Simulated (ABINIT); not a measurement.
**Optical response of BN**

Aim: the dielectric function of BN, and the optical constants that follow from it. The cell comes from an older database entry, whose edges can differ from later determinations, mostly by under a per cent.

Calculated with ABINIT 10.8.3; DFT, PBE, plane waves with norm-conserving potentials (PseudoDojo), scalar-relativistic, independent-particle linear optical response without local fields.

The database entry behind the starting cell has ideal inner coordinates that were not refined, so it need not match the best structure at ambient conditions.

**1. Set-up**

It takes space group P6_3mc (No. 186, hexagonal). Conventional cell: a = 2.536 Å, b = 2.536 Å, c = 4.199 Å, α = 90.00°, β = 90.00°, γ = 120.00°. N has 4 B at 1.56 to 1.57 Å nearest. Nearest to B lie 4 N at 1.56 to 1.57 Å. Farther neighbours and most contacts between anions are not listed.

**2. Ground state, bands and velocity matrix elements**

First the ground state: is it a metal or has it a gap?

This step: DFT, PBE, plane waves with norm-conserving potentials (PseudoDojo), scalar-relativistic, ground state, bands at fixed density and velocity matrix elements (ABINIT 10.8.3).

Contents of run.abi:

```
# ground state, bands on a dense mesh, and the derivatives d/dk of the wave functions
ndtset 3

ngkpt1 10 10 5
shiftk1 0.0 0.0 0.0
tolvrs1 1.0d-12
nband1 12
prtden1 1

iscf2 -2
getden2 1
ngkpt2 14 14 8
shiftk2 0.0 0.0 0.0
kptopt2 1
nband2 24
nbdbuf2 4
tolwfr2 1.0d-14

optdriver3 8
wfk_task3 "wfk_ddk"
prtevk3 1
getwfk3 2
getden3 1
iscf3 -2
ngkpt3 14 14 8
shiftk3 0.0 0.0 0.0
kptopt3 1
nband3 24

nshiftk 1
occopt 3
tsmear 0.001837
ecut 45.0
nstep 80
iomode 3
chksymbreak 0
chkprim 0
chksymtnons 0
acell 3*1.0 Angstrom
rprim
  2.536000000002 0.000000000000 0.000000000000
  -1.268000000001 2.196240423999 0.000000000000
  0.000000000000 0.000000000000 4.199000000000
natom 4
ntypat 2
znucl 7 5
typat 1 1 2 2
xred
  0.333333333333 0.666666666667 0.875000000000
  0.666666666667 0.333333333333 0.375000000000
  0.333333333333 0.666666666667 0.500000000000
  0.666666666667 0.333333333333 0.000000000000
pseudos "N.upf, B.upf"
```

Launch:

```
mpirun -n 4 abinit run.abi
```

Numbers of over 12 decimals in the logs are rounded to 6 here.

The log of the run:

```text
DATASET    1 : space group P6_3 m c (#186); Bravais hP (primitive hexag.)
 DATASET    2 : space group P6_3 m c (#186); Bravais hP (primitive hexag.)
 DATASET    3 : space group P6_3 m c (#186); Bravais hP (primitive hexag.)
            ngfft          30      30      48
                         0.01200    0.02400    0.02400    0.02400    0.01200    0.02400
                         0.01200    0.01200    0.00400    0.02400    0.02400    0.02400
                         0.02400    0.01200    0.02400    0.04800    0.04800    0.04800
                         0.02400    0.04800    0.02400    0.02400    0.00400    0.02400
                         0.02400    0.02400    0.02400    0.01200    0.02400    0.04800
                         0.04800    0.04800    0.02400    0.04800    0.02400    0.02400
                         0.00383    0.00191    0.00383    0.00765    0.00765    0.00765
                         0.00765    0.00765    0.00383    0.00765    0.00765    0.00765
                         0.00383    0.00383    0.00765    0.00765    0.00383    0.00383
                         0.00128    0.00765    0.00765    0.00765    0.00765    0.00765
                         0.00765    0.00383    0.00765    0.01531    0.01531    0.01531
                         0.01531    0.01531    0.00765    0.01531    0.01531    0.01531
                         0.00765    0.00765    0.01531    0.01531    0.00765    0.00765
                         0.00383    0.00191    0.00383    0.00765    0.00765    0.00765
                         0.00765    0.00765    0.00383    0.00765    0.00765    0.00765
                         0.00383    0.00383    0.00765    0.00765    0.00383    0.00383
[...]
== DATASET  1 ==================================================================
 Real(R)+Recip(G) space primitive vectors, cartesian coordinates (Bohr,Bohr^-1):
 R(1)=  4.7923455  0.0000000  0.0000000  G(1)=  0.2086661  0.1204734  0.0000000
 R(2)= -2.3961727  4.1502929  0.0000000  G(2)=  0.0000000  0.2409468  0.0000000
 R(3)=  0.0000000  0.0000000  7.9349600  G(3)=  0.0000000  0.0000000  0.1260246
 Unit cell volume ucvol=  1.5782348E+02 bohr^3
 Angles (23,13,12)=  9.00000000E+01  9.00000000E+01  1.20000000E+02 degrees
 getcut: wavevector=  0.0000  0.0000  0.0000  ngfft=  30  30  48
     iter   Etot(hartree)      deltaE(h)  residm     vres2
 ETOT  1  -26.714805733994    -2.671E+01 1.226E-01 2.277E+02
 ETOT  2  -26.750149617425    -3.534E-02 2.458E-02 1.564E+02
 ETOT  3  -26.802230038047    -5.208E-02 1.524E-02 4.694E-01
 ETOT  4  -26.802413159028    -1.831E-04 6.122E-03 8.793E-03
 ETOT  5  -26.802415052387    -1.893E-06 1.945E-03 9.242E-05
 ETOT  6  -26.802415062720    -1.033E-08 1.993E-03 1.504E-06
 ETOT  7  -26.802415062960    -2.406E-10 8.568E-04 1.463E-08
 ETOT  8  -26.802415062963    -2.348E-12 5.523E-04 2.156E-10
 ETOT  9  -26.802415062963    -2.167E-13 4.874E-04 2.236E-12
 ETOT 10  -26.802415062963     3.908E-14 1.749E-04 1.838E-14
 At SCF step   10       vres2   =  1.84E-14 < tolvrs=  1.00E-12 =>converged.
 Cartesian components of stress tensor (hartree/bohr^3)
  sigma(1 1)= -2.73188670E-04  sigma(3 2)=  0.00000000E+00
  sigma(2 2)= -2.73188670E-04  sigma(3 1)=  0.00000000E+00
  sigma(3 3)= -2.29445624E-04  sigma(2 1)=  0.00000000E+00
 Mean square residual over all n,k,spin=   15.660E-07; max=  17.492E-05
 Fermi (or HOMO) energy (hartree) =   0.36394   Average Vxc (hartree)=  -0.47604
 Eigenvalues (hartree) for nkpt=  42  k points:
 kpt#   1, nband= 12, wtk=  0.00200, kpt=  0.0000  0.0000  0.0000 (reduced coord)
  -0.44069   -0.28635   -0.09170    0.23407    0.23407    0.30341    0.31250    0.31250
   0.62501    0.62501    0.63131    0.67115
   2.00000    2.00000    2.00000    2.00000    2.00000    2.00000    2.00000    2.00000
   0.00000    0.00000    0.00000    0.00000
kinetic             :  1.88907226026692E+01
hartree             :  3.59782702900965E+00
xc                  : -8.76165670463435E+00
Ewald energy        : -2.63954347709457E+01
psp_core            :  1.74336037303814E+00
local_psp           : -1.37328175981413E+01
non_local_psp       : -2.14441599395840E+00
internal            : -2.68024150629627E+01
'-kT*entropy'       :  1.00174142713164E-15
total_energy        : -2.68024150629627E+01
total_energy_eV     : -7.29330868603378E+02
 Cartesian components of stress tensor (hartree/bohr^3)
  sigma(1 1)= -2.73188670E-04  sigma(3 2)=  0.00000000E+00
  sigma(2 2)= -2.73188670E-04  sigma(3 1)=  0.00000000E+00
  sigma(3 3)= -2.29445624E-04  sigma(2 1)=  0.00000000E+00
-Cartesian components of stress tensor (GPa)         [Pressure=  7.6085E+00 GPa]
== DATASET  2 ==================================================================
 Real(R)+Recip(G) space primitive vectors, cartesian coordinates (Bohr,Bohr^-1):
 R(1)=  4.7923455  0.0000000  0.0000000  G(1)=  0.2086661  0.1204734  0.0000000
 R(2)= -2.3961727  4.1502929  0.0000000  G(2)=  0.0000000  0.2409468  0.0000000
 R(3)=  0.0000000  0.0000000  7.9349600  G(3)=  0.0000000  0.0000000  0.1260246
 Unit cell volume ucvol=  1.5782348E+02 bohr^3
 Angles (23,13,12)=  9.00000000E+01  9.00000000E+01  1.20000000E+02 degrees
 getcut: wavevector=  0.0000  0.0000  0.0000  ngfft=  30  30  48
 Mean square residual over all n,k,spin=   44.549E-16; max=  99.969E-16
 Eigenvalues (hartree) for nkpt= 120  k points:
 kpt#   1, nband= 24, wtk=  0.00064, kpt=  0.0000  0.0000  0.0000 (reduced coord)
  -0.44069   -0.28635   -0.09170    0.23407    0.23407    0.30341    0.31250    0.31250
   0.62501    0.62501    0.63131    0.67115    0.71651    0.75511    0.75511    0.91219
   1.11731    1.11731    1.11744    1.21020    1.26757    1.29341    1.29341    1.36394
== DATASET  3 ==================================================================
            ngfft          30      30      48
[...]
0.00765    0.00765    0.01531    0.01531    0.00765    0.00765
                         0.00383    0.00191    0.00383    0.00765    0.00765    0.00765
                         0.00765    0.00765    0.00383    0.00765    0.00765    0.00765
                         0.00383    0.00383    0.00765    0.00765    0.00383    0.00383
                         0.00128    0.00765    0.00765    0.00765    0.00765    0.00765
                         0.00765    0.00383    0.00765    0.01531    0.01531    0.01531
                         0.01531    0.01531    0.00765    0.01531    0.01531    0.01531
                         0.00765    0.00765    0.01531    0.01531    0.00765    0.00765
[shortened to cell, iterations, levels, energies and stress; the echo of variables, forces, comments, warnings and credits are left out]
```

Run time: 40 s. Hardware: 4 MPI ranks of Arm Neoverse V1, shared host; peak memory 0.11 GiB.

Numbers from this step:

```
total energy           : -26.80 Ha
gap on the k-mesh      : 5.384 eV
direct gap on the mesh : 8.419 eV
```

There is a gap, 5.38 eV on this mesh (points off the mesh can give less), so no carriers' term is needed.

**3. Optical response**

With the density converged, the vertical transitions are summed over the zone.

This step: DFT, PBE, plane waves with norm-conserving potentials (PseudoDojo), scalar-relativistic, independent-particle linear optical response without local fields (ABINIT 10.8.3).

Contents of optic.abi:

```
&FILES
 ddkfile_1 = 'runo_DS3_1_EVK.nc',
 ddkfile_2 = 'runo_DS3_2_EVK.nc',
 ddkfile_3 = 'runo_DS3_3_EVK.nc',
 wfkfile = 'runo_DS2_WFK.nc'
/
&PARAMETERS
 broadening = 0.001837,
 domega = 0.0020212,
 maxomega = 0.80849,
 scissor = 0.0,
 tolerance = 0.002,
 nband_sum = 20
/
&COMPUTATIONS
 num_lin_comp = 2,
 lin_comp = 11, 33,
 num_nonlin_comp = 0,
 num_linel_comp = 0,
 num_nonlin2_comp = 0
/
```

Launch:

```
optic optic.abi
```

The log of the run:

```text

 OPTIC has originally been developed by
 S. Sharma, J. K. Dewhurst and C. Ambrosch-Draxl, Phys. Rev. B 67, 165332 (2003), and
 S. Sharma and C. Ambrosch-Draxl, Physica Scripta T 109 (2004).

 rprimd(bohr)      =   4.79235   0.00000   0.00000
                      -2.39617   4.15029   0.00000
                       0.00000   0.00000   7.93496
 natom             =       4
 nkpt,mband        =     120      24
 ecut              =  45.00000 Ha
 newocc: new Fermi energy is       0.402588 , with nelect=     16.000000, Number of bisection calls: 5
 Fermi level: 10.9550  (eV)

 fermie            =   0.40259 Ha  10.95499 eV
 Scissor shift     =   0.00000 Ha
 Tolerance on closeness to singularities     =   0.00200 Ha
 Smearing factor      =   0.00184 Ha
 Will use the antiresonant approximation (meaning that the antiresonant terms are neglected)
 Will not perform the bands decomposition
 linear coeffs to be calculated :
 11 33
 non-linear coeffs to be calculated :

 electronic part of electro-optic coeffs to be calculated :

 non-linear coeffs (V2) to be calculated :

 linear optic matrix elements will be printed :0
 optic : Call pmat2cart
 No scissor shift to be applied. Returning to main optic routine.
 optic : Call linopt
  linopt            1           1
 calculated the component:           1           1   of dielectric function
  with broadening:         (0.000000,1.83700000000000009E-003)
 and scissors shift:   0.000000
 energy window:   47.246348      eV   1.736271      Ha
  linopt            3           3
 calculated the component:           3           3   of dielectric function
  with broadening:         (0.000000,1.83700000000000009E-003)
 and scissors shift:   0.000000
 energy window:   47.246348      eV   1.736271      Ha
 optic : Call nlinopt
 optic : Call linelop
 optic : Call nonlinopt

================================================================================

 Calculation completed.
-
program: optic
version: 10.8.3
start_datetime:
end_datetime:
overall_cpu_time:           0.3
overall_wall_time:           0.3
mpi_procs: 1
omp_threads: 1
...
```

Elapsed: 0.74 s, on 1 thread; peak memory 0.05 GiB.

Read-outs, printed or worked out from the files:

```
electronic dielectric constant ε∞, mean over x, y and z (by symmetry where fewer were run) : 4.562
```

The Im ε has structure finer than the step of the table below, so its rows give means over 1 eV, whole bins alone (the curve runs from 0.0550 to 21.7 eV). Peaks (eV: height): E ∥ x 10.7: 17.3, 11.4: 20.1, 11.8: 15.9, 12.5: 14.0; E ∥ z 9.9: 12.5, 10.5: 18.6, 11.1: 16.5, 11.8: 10.8, 12.5: 12.0, 13.3: 10.3, 13.5: 12.6.

Sum at mesh points, not converged in k; values under the direct gap are tails of Lorentzian lines. The Im ε by photon energy; means over each step:

| photon energy (eV) | E ∥ x | E ∥ z |
| --- | --- | --- |
| 1 | 0.00225 | 0.00255 |
| 2 | 0.00470 | 0.00534 |
| 3 | 0.00760 | 0.00872 |
| 4 | 0.0114 | 0.0132 |
| 5 | 0.0167 | 0.0198 |
| 6 | 0.0250 | 0.0308 |
| 7 | 0.0401 | 0.0532 |
| 8 | 0.0820 | 0.143 |
| 9 | 0.748 | 2.53 |
| 10 | 4.63 | 9.41 |
| 11 | 14.2 | 13.5 |
| 12 | 12.0 | 8.57 |
| 13 | 8.12 | 8.12 |
| 14 | 7.66 | 8.13 |
| 15 | 6.15 | 5.05 |
| 16 | 3.88 | 3.86 |
| 17 | 2.92 | 2.63 |
| 18 | 2.27 | 1.70 |
| 19 | 1.83 | 1.44 |
| 20 | 1.40 | 1.56 |
| 21 | 1.18 | 1.28 |

The reflectivity at normal incidence has structure finer than the step of the table below, so its rows give means over 1 eV, whole bins alone (the curve runs from 0.0550 to 21.7 eV). Peaks (eV: height): E ∥ x 11.4: 52.8, 12.5: 53.7, 15.3: 54.7, 15.9: 53.7, 16.9: 58.6, 18.0: 53.6, 19.7: 53.6; E ∥ z 14.5: 55.5, 14.8: 56.2, 15.8: 60.0, 16.7: 55.3, 17.2: 63.5, 17.7: 59.1, 18.2: 61.3.

Sum at mesh points, not converged in k. Table of reflectivity at normal incidence by photon energy; means over each step:

| photon energy (eV) | E ∥ x (%) | E ∥ z (%) |
| --- | --- | --- |
| 1 | 13.0 | 13.6 |
| 2 | 13.2 | 13.9 |
| 3 | 13.7 | 14.3 |
| 4 | 14.3 | 15.0 |
| 5 | 15.2 | 16.1 |
| 6 | 16.5 | 17.5 |
| 7 | 18.3 | 19.8 |
| 8 | 21.2 | 23.7 |
| 9 | 26.2 | 30.4 |
| 10 | 34.7 | 38.1 |
| 11 | 43.1 | 44.4 |
| 12 | 43.9 | 37.7 |
| 13 | 42.0 | 37.5 |
| 14 | 41.2 | 47.3 |
| 15 | 49.6 | 47.2 |
| 16 | 48.0 | 51.4 |
| 17 | 50.2 | 52.0 |
| 18 | 48.8 | 52.6 |
| 19 | 45.1 | 41.2 |
| 20 | 46.5 | 35.1 |
| 21 | 44.0 | 39.4 |

The loss function −Im 1/ε at q → 0 has structure finer than the step of the table below, so its rows give means over 0.5 eV, whole bins alone (the curve runs from 0.0550 to 21.7 eV). Peaks (eV: height): E ∥ x 16.28: 0.225, 17.38: 0.290, 19.25: 0.383, 19.85: 0.432, 20.07: 0.499, 20.90: 0.570, 21.17: 0.486; E ∥ z 12.76: 0.218, 17.82: 0.313, 19.08: 0.561, 20.02: 0.589, 20.90: 0.647, 21.23: 0.585, 21.61: 0.892.

Sum at mesh points, not converged in k; values under the direct gap are tails of Lorentzian lines. Loss function −Im 1/ε at q → 0 against energy loss; means over each step:

| energy loss (eV) | E ∥ x | E ∥ z |
| --- | --- | --- |
| 0.5 | 5.4e-5 | 5.7e-5 |
| 1.0 | 1.1e-4 | 1.1e-4 |
| 1.5 | 1.6e-4 | 1.7e-4 |
| 2.0 | 2.2e-4 | 2.3e-4 |
| 2.5 | 2.8e-4 | 2.9e-4 |
| 3.0 | 3.4e-4 | 3.6e-4 |
| 3.5 | 4.0e-4 | 4.3e-4 |
| 4.0 | 4.7e-4 | 5.0e-4 |
| 4.5 | 5.4e-4 | 5.8e-4 |
| 5.0 | 6.2e-4 | 6.6e-4 |
| 5.5 | 7.0e-4 | 7.5e-4 |
| 6.0 | 7.9e-4 | 8.6e-4 |
| 6.5 | 9.0e-4 | 9.9e-4 |
| 7.0 | 0.00102 | 0.00114 |
| 7.5 | 0.00118 | 0.00136 |
| 8.0 | 0.00141 | 0.00174 |
| 8.5 | 0.00289 | 0.00514 |
| 9.0 | 0.00735 | 0.0183 |
| 9.5 | 0.0126 | 0.0246 |
| 10.0 | 0.0190 | 0.0420 |
| 10.5 | 0.0316 | 0.0490 |
| 11.0 | 0.0590 | 0.0680 |
| 11.5 | 0.0609 | 0.0993 |
| 12.0 | 0.0897 | 0.124 |
| 12.5 | 0.0930 | 0.117 |
| 13.0 | 0.127 | 0.127 |
| 13.5 | 0.132 | 0.101 |
| 14.0 | 0.129 | 0.118 |
| 14.5 | 0.125 | 0.126 |
| 15.0 | 0.116 | 0.146 |
| 15.5 | 0.149 | 0.155 |
| 16.0 | 0.167 | 0.152 |
| 16.5 | 0.185 | 0.197 |
| 17.0 | 0.185 | 0.178 |
| 17.5 | 0.246 | 0.228 |
| 18.0 | 0.235 | 0.255 |
| 18.5 | 0.285 | 0.329 |
| 19.0 | 0.320 | 0.489 |
| 19.5 | 0.299 | 0.435 |
| 20.0 | 0.403 | 0.521 |
| 20.5 | 0.397 | 0.438 |
| 21.0 | 0.478 | 0.514 |

From ε follow the optical constants at some laser and lamp lines:

| wavelength (nm) | n x | k x | R (%) x | 1/α x | n z | k z | R (%) z | 1/α z |
| --- | --- | --- | --- | --- | --- | --- | --- | --- |
| 1550 | 2.13 | 0.000 | 13.0 | 294 µm | 2.17 | 0.000 | 13.6 | 265 µm |
| 1064 | 2.13 | 0.001 | 13.0 | 138 µm | 2.17 | 0.001 | 13.6 | 124 µm |
| 800 | 2.14 | 0.001 | 13.1 | 77 µm | 2.18 | 0.001 | 13.7 | 69 µm |
| 633 | 2.14 | 0.001 | 13.2 | 47 µm | 2.19 | 0.001 | 13.8 | 42 µm |
| 405 | 2.17 | 0.002 | 13.7 | 18 µm | 2.22 | 0.002 | 14.4 | 16 µm |
| 365 | 2.19 | 0.002 | 13.9 | 14 µm | 2.23 | 0.002 | 14.6 | 13 µm |
| 308 | 2.22 | 0.003 | 14.3 | 9.5 µm | 2.27 | 0.003 | 15.0 | 8.4 µm |

Below the direct gap, k and the depth come from the tails of the Lorentzian lines, not from transitions.

**4. What came out**

| Property | Result |
| --- | --- |
| electronic dielectric constant ε∞, mean over x, y and z (by symmetry where fewer were run) (independent particles) | 4.56 |

What this shows: At this level (PBE, independent particles) BN has a mean ε∞ = 4.56 and n = 2.13 at 1550 nm (E ∥ x). On the mesh the gap is 5.38 eV and the least direct gap 8.42 eV, so on this mesh the band edges lie at different points. The static values by axis are 4.50 (x), 4.68 (z). Excitons and phonon-assisted transitions are missing, and so are local fields; PBE gaps are as a rule too small, which pulls the onset down and ε∞ up. The curves end at 22 eV, about where the summed bands run out. The mesh misses the corner K of the hexagonal zone, so gaps read from it can be too wide where band edges lie there. The sum runs over mesh points 0.20 Å⁻¹ apart with no interpolation, so peaks are partly noise of the mesh and static values carry its error. Besides steps told in other documents, this task had 1 run with a known fault of program or setting; those not told in a step above aren't shown.

[Logs are printed without paths, hosts, clocks, repeated set-up lines and the standing remarks that a program may print on its own settings, such as how far it seeks lower states.]

[Hosts, paths, dates, database ids (printed as entryN), source tags and the programs' standing remarks are cut or masked in the printed files.]
